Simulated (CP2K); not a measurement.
Two runs for the C K edge of ethynyloxirane. Run A: CP2K XAS_TDP, all-electron GAPW, PBEh(45%), aug-cc-pVDZ, TDA, no relativity. Run B differs in one setting.

First lines with a strength over 0.0015. A:

| atom | energy (eV) | states | strength, one atom |
| --- | --- | --- | --- |
| C1 (bonded to C and H) | 281.78 | 1 | 0.0481 |
|  | 282.18 | 1 | 0.0469 |
|  | 284.52 | 1 | 0.0057 |
|  | 285.14 | 1 | 0.0053 |
|  | 285.59 | 1 | 0.0029 |
| C2 (bonded to 2 C) | 281.99 | 1 | 0.0432 |
|  | 282.18 | 1 | 0.0501 |
|  | 285.86 | 1 | 0.0046 |
|  | 286.09 | 1 | 0.0023 |
|  | 286.62 | 1 | 0.0034 |
| C3 (bonded to 2 C, O and H) | 284.59 | 1 | 0.0343 |
|  | 285.89 | 1 | 0.0126 |
|  | 286.56 | 1 | 0.0049 |
|  | 287.26 | 1 | 0.0059 |
|  | 287.39 | 1 | 0.0084 |
| C4 (bonded to C, O and 2 H) | 284.47 | 1 | 0.0466 |
|  | 285.56 | 1 | 0.0150 |
|  | 285.67 | 1 | 0.0017 |
|  | 286.22 | 1 | 0.0206 |
|  | 286.83 | 1 | 0.0033 |

B:

```
                       atom  energy (eV)  states  strength, one atom
     C1 (bonded to C and H)       281.49       1              0.0515
                                  281.87       1              0.0503
                                  284.95       1              0.0132
                                  286.73       1              0.0038
                                  288.37       1              0.0044
         C2 (bonded to 2 C)       281.66       1              0.0462
                                  281.84       1              0.0532
                                  285.93       1              0.0016
                                  286.62       1              0.0019
                                  287.01       1              0.0105
C3 (bonded to 2 C, O and H)       284.28       1              0.0368
                                  285.69       1              0.0129
                                  286.86       1              0.0127
                                  287.69       1              0.0271
                                  288.22       1              0.0164
C4 (bonded to C, O and 2 H)       284.21       1              0.0508
                                  285.54       1              0.0173
                                  285.98       1              0.0053
                                  286.55       1              0.0371
                                  287.17       1              0.0223
```

**Question.** Which was it: the basis, the functional, GW2X switched on, scalar relativity switched on?

The basis (basis from aug-cc-pVDZ to pc-1; the lines alone don't name the new value). A basis moves diffuse and continuum lines far more than the leading valence line. Against PBEh(45%) in aug-cc-pVDZ, the leading lines move by -0.29 eV (C1, to 281.49), -0.33 eV (C2, to 281.66), -0.31 eV (C3, to 284.28) and -0.26 eV (C4, to 284.21); the strength of C1's goes from 0.0481 to 0.0515.

[Banner, clock and machine lines of the logs are left out without a mark of their own.]

[Logs are printed without paths, hosts, clocks, repeated set-up lines and the standing remarks that a program may print on its own settings, such as how far it seeks lower states.]

[Hosts, paths, dates, database ids (printed as entryN), source tags and the programs' standing remarks are cut or masked in the printed files.]
